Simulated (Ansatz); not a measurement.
# Si on Ru(0001): change of the work function, part 2 of 2

How does Si on the fcc site change the work function of Ru(0001) as the layer fills?

Ansatz 0.2.0; plane-wave DFT, PBE, Ansatz PAW.

So far, work function, upper face (eV): step 2 (the clean slab) 5.05; step 3 (37 atoms, coverage 0.111 ML, cell 3x3) 4.98; step 4 (17 atoms, coverage 0.25 ML, cell 2x2) 4.95.

### Step 5. Adsorbate added, k-mesh 6×6×1, coverage 0.5 ML (continued)

The density of states has structure finer than the step of the table below, so its rows give means over 0.25 eV. Peaks (eV: height): -5.230: 37.4, -3.250: 40.8, -2.530: 42.6, -2.020: 36.6, -1.950: 37.2, -1.860: 36.8, -1.770: 40.9.

Table of density of states by energy, zero at the Fermi level; means over each step:

| energy (eV) | density of states (states/eV a cell) |
| --- | --- |
| -7.75 | 1.06 |
| -7.50 | 1.07 |
| -7.25 | 2.13 |
| -7.00 | 1.26 |
| -6.75 | 3.12 |
| -6.50 | 2.25 |
| -6.25 | 1.63 |
| -6.00 | 6.92 |
| -5.75 | 16.3 |
| -5.50 | 18.2 |
| -5.25 | 24.0 |
| -5.00 | 21.6 |
| -4.75 | 16.5 |
| -4.50 | 22.4 |
| -4.25 | 21.4 |
| -4.00 | 24.5 |
| -3.75 | 18.3 |
| -3.50 | 17.6 |
| -3.25 | 18.5 |
| -3.00 | 19.1 |
| -2.75 | 25.7 |
| -2.50 | 30.4 |
| -2.25 | 26.0 |
| -2.00 | 33.0 |
| -1.75 | 27.8 |
| -1.50 | 26.2 |
| -1.25 | 19.0 |
| -1.00 | 19.4 |
| -0.75 | 20.4 |
| -0.50 | 21.7 |
| -0.25 | 21.2 |
| 0.00 | 15.4 |
| 0.25 | 18.0 |
| 0.50 | 16.7 |
| 0.75 | 25.3 |
| 1.00 | 27.3 |
| 1.25 | 25.4 |
| 1.50 | 24.3 |
| 1.75 | 15.3 |

The relaxation took 5 steps and lowered the energy by 0.50 eV; the largest force on the free atoms ends at 0.0049 eV/Å.

The covered face has 5.05 eV, +0.01 eV against the clean one; the bare back face has moved by +0.03 eV, a measure of how thin the slab is.

### Step 6. The covered slab, k-mesh 12×12×1, coverage 1 ML

System of this step: Si/Ru(0001). The cell holds 5 atoms: 4 Ru and 1 Si. Cell: a = 2.700 Å, b = 2.700 Å, c = 26.521 Å, α = 90.0°, β = 90.0°, γ = 60.0°. Vacuum lies along c.

input.yaml reads:

```yaml
crystal:
  lattice:
    - [2.7, 0.0, 0.0]
    - [1.35, 2.3382685902, 0.0]
    - [0.0, 0.0, 26.5207320389]
  atoms:
    - { symbol: Ru, position: [0.6666666667, 0.6666666667, 0.3393571485] }
    - { symbol: Ru, position: [0.0, 0.0, 0.419988407] }
    - { symbol: Ru, position: [0.6666666667, 0.6666666667, 0.5013507445] }
    - { symbol: Ru, position: [0.0, 0.0, 0.5799729522] }
    - { symbol: Si, position: [0.3333333333, 0.3333333333, 0.6606428515] }
kpoints:
  mp_grid: { grid: [12, 12, 1] }
hamiltonian:
  xc: pbe
scf:
  occupations: { method: fermi_dirac, width: 0.1 }
  convergence: { dr2_threshold: 1.0e-08 }
efield:
  axis: 3
  dipole_correction: true
  ramp_position: 0.97
  ramp_width: 0.06
relax:
  f_tol: 0.02
  max_steps: 60
  constraints: [{ sites: [0, 1] }]
output:
  write_potential: true
  write_density: true
  volumetric_format: npy
```

Run with:

```
$ ansatz run input.yaml --threads 4 --pin off --max-ram 16384MiB --backend cpu --events-out ev --progress --plain --runs-dir out
```

Wall time 14 s (4 threads of Arm Neoverse V1, shared host); peak memory 0.49 GiB.

Step by step:

| step | energy less that of the first step (eV) | largest force component (eV/Å) |
| --- | --- | --- |
| 1 | 0.0000 | 1.0898 |
| 2 | -0.0536 | 0.2338 |
| 3 | -0.0551 | 0.2265 |
| 4 | -0.0589 | 0.0097 |

Forces are held to the 6 operations that the program found; a distortion that breaks them can't arise in this run.

The atoms that moved most (Å):

| atom | dx | dy | dz | length |
| --- | --- | --- | --- | --- |
| Ru4 | 0.000 | 0.000 | 0.065 | 0.065 |
| Si5 | 0.000 | 0.000 | -0.047 | 0.047 |
| Ru3 | 0.000 | 0.000 | -0.036 | 0.036 |

The relaxed structure:

```
Ru Si
1.0
     2.70000    0.00000    0.00000
     1.35000    2.33827    0.00000
     0.00000    0.00000   26.52073
Ru Si
4 1
Cartesian
  2.7000 1.5588 9.0000
  0.0000 0.0000 11.1384
  2.7000 1.5588 13.2604
  0.0000 0.0000 15.4459
  1.3500 0.7794 17.4737
```

Running mean over 2.138 Å of the planar mean; the ramp of the sawtooth is left out. Table of electron's electrostatic potential energy less the Fermi level by z:

z (Å), electron's electrostatic potential energy less the Fermi level (eV) and a bar from the least value:
```
      3.5        5.1 ##############################
      4.0        5.1 ##############################
      4.5        5.1 ##############################
      5.0        5.1 ##############################
      5.5        5.0 ##############################
      6.0        5.0 ##############################
      6.5        4.7 ##############################
      7.0        3.9 ############################
      7.5        0.8 ########################
      8.0       -6.3 #############
      8.5      -12.3 ####
      9.0      -14.3 #
      9.5      -14.5 #
     10.0      -14.7 #
     10.5      -14.8 
     11.0      -14.9 
     11.5      -15.0 
     12.0      -15.1 
     12.5      -15.1 
     13.0      -14.9 
     13.5      -14.7 #
     14.0      -14.3 #
     14.5      -14.1 #
     15.0      -14.5 #
     15.5      -14.8 
     16.0      -14.9 
     16.5      -13.2 ###
     17.0      -10.6 #######
     17.5       -9.1 #########
     18.0       -7.2 ############
     18.5       -2.8 ##################
     19.0        2.0 #########################
     19.5        4.2 #############################
     20.0        4.8 ##############################
     20.5        5.0 ##############################
     21.0        5.0 ##############################
     21.5        5.0 ##############################
     22.0        5.0 ##############################
     22.5        5.0 ##############################
     23.0        5.0 ##############################
```

The relaxation took 4 steps and lowered the energy by 0.059 eV; the largest force on the free atoms ends at 0.0097 eV/Å.

The covered face has 5.02 eV, -0.02 eV against the clean one; the bare back face has moved by -0.01 eV, a measure of how thin the slab is.

### Step 7. Work function against coverage

This step: plane-wave DFT, PBE, Ansatz PAW; work function against coverage (Ansatz 0.2.0).

The runs are now put side by side.

This step gave:

- work function of the clean face: 5.046 eV
- largest change of the work function: -0.09155 eV

Table of work function of the covered face by coverage:

| coverage (adsorbates/nm²) | work function of the covered face (eV) |
| --- | --- |
| 0.00 | 5.05 |
| 1.76 | 4.98 |
| 3.96 | 4.95 |
| 7.92 | 5.05 |
| 15.84 | 5.02 |

The dipole per adsorbate comes from the change of the cell's dipole. Coverage, by row:

| coverage (1/nm²) | coverage (ML) | work function (eV) | change (eV) | dipole per adsorbate, positive end outwards (debye) | mean height of the added atoms over the highest substrate atom (Å) |
| --- | --- | --- | --- | --- | --- |
| 1.76 | 0.1111 | 4.975 | -0.07061 | 0.1 | 1.775 |
| 3.96 | 0.25 | 4.954 | -0.09155 | 0.06 | 1.787 |
| 7.92 | 0.5 | 5.053 | 0.007291 | 0.008 | 1.888 |
| 15.84 | 1 | 5.022 | -0.02358 | 0.002 | 2.028 |

### Step 8. Results

```json
{
  "work function of the clean face": "5.05 eV",
  "work function at 0.11 ML": "4.98 eV",
  "work function at 0.25 ML": "4.95 eV",
  "work function at 0.5 ML": "5.05 eV",
  "work function at 1 ML": "5.02 eV",
  "dipole per adsorbate at 0.11 ML, positive end outwards": "0.10 D"
}
```

Si changes the work function of Ru(0001) by less than 0.15 eV at every coverage run, which is within the error of so thin a slab. The slab has 4 layers, at the tabulated experimental lattice constant, one starting site was run, and quantum-size effects of a slab this thin can reach one or two tenths of an eV.

[Long decimals in the printed logs are rounded to 6 places.]

[Logs are printed without paths, hosts, clocks, repeated set-up lines and the standing remarks that a program may print on its own settings, such as how far it seeks lower states.]

[Hosts, paths, dates, database ids (printed as entryN), source tags and the programs' standing remarks are cut or masked in the printed files.]

[Maps of the electrostatic potential energy from Ansatz leave out the sawtooth potential of an applied field or a dipole correction, so their vacuum need not be flat; planar profiles and work functions include it.]

[The density of states shown here was stored with 400 of the rows of the run's finer table, so its peaks can read low, often by over a quarter, or be missed, and its means over a window can be off by a tenth or more.]
